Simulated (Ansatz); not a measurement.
G0W0 rungs for ZnSe (Stilleite).

```xyz
2
Lattice="0.0000 2.8338 2.8338 2.8338 0.0000 2.8338 2.8338 2.8338 0.0000" Properties=species:S:1:pos:R:3 pbc="T T T"
Zn    0.0000    0.0000    0.0000
Se    1.4169    1.4169    1.4169
```

The cell and positions come from the Crystallography Open Database and are kept as given unless a step says otherwise. PAW set soft_1, made with PBE.

Runs so far (Ansatz 0.2.0, start PBE, default PAW files, 6×6×6 mesh). Times are wall times on 1 × NVIDIA H100 80GB HBM3 (shared by 6 runs) with 3 threads of AMD EPYC 7R13 (Zen 3), shared host, good to a factor of about two.

| bands summed | cutoff (eV) | gap on the mesh (eV) | time |
| --- | --- | --- | --- |
| 62 | 60 | 2.434 | 20 s |
| 149 | 120 | 2.391 | 30 s |

Q: What should the next rung give, with 306 bands and screening to 200 eV, and where is the limit?

The error falls about as one over the bands when the cutoff rises with them. A line through the two highest rungs given predicts 2.375 eV; the run gave 2.365 eV, a miss of 0.010 eV, so the law fails here: the steps don't follow it yet. The two highest rungs put the limit near 2.341 eV, the pair below near 2.360 eV; neither can be trusted until a further rung is run.

Gaps are over the mesh's points; an edge off the mesh would be missed. Limits: not at the basis limit; no spin-orbit coupling.

[Paths, hosts, dates, memory and timing lines, banners, echoed tables and standing remarks are left out of the program output.]

[Logs are printed without paths, hosts, clocks, repeated set-up lines and the standing remarks that a program may print on its own settings, such as how far it seeks lower states.]

[Runs of the session that timed out or met a known fault of the program may be left out.]

[Cells called generated may have been cut or substituted from an entry of the Crystallography Open Database or the Materials Project.]

[Hosts, paths, dates, database ids (printed as entryN), source tags and the programs' standing remarks are cut or masked in the printed files.]
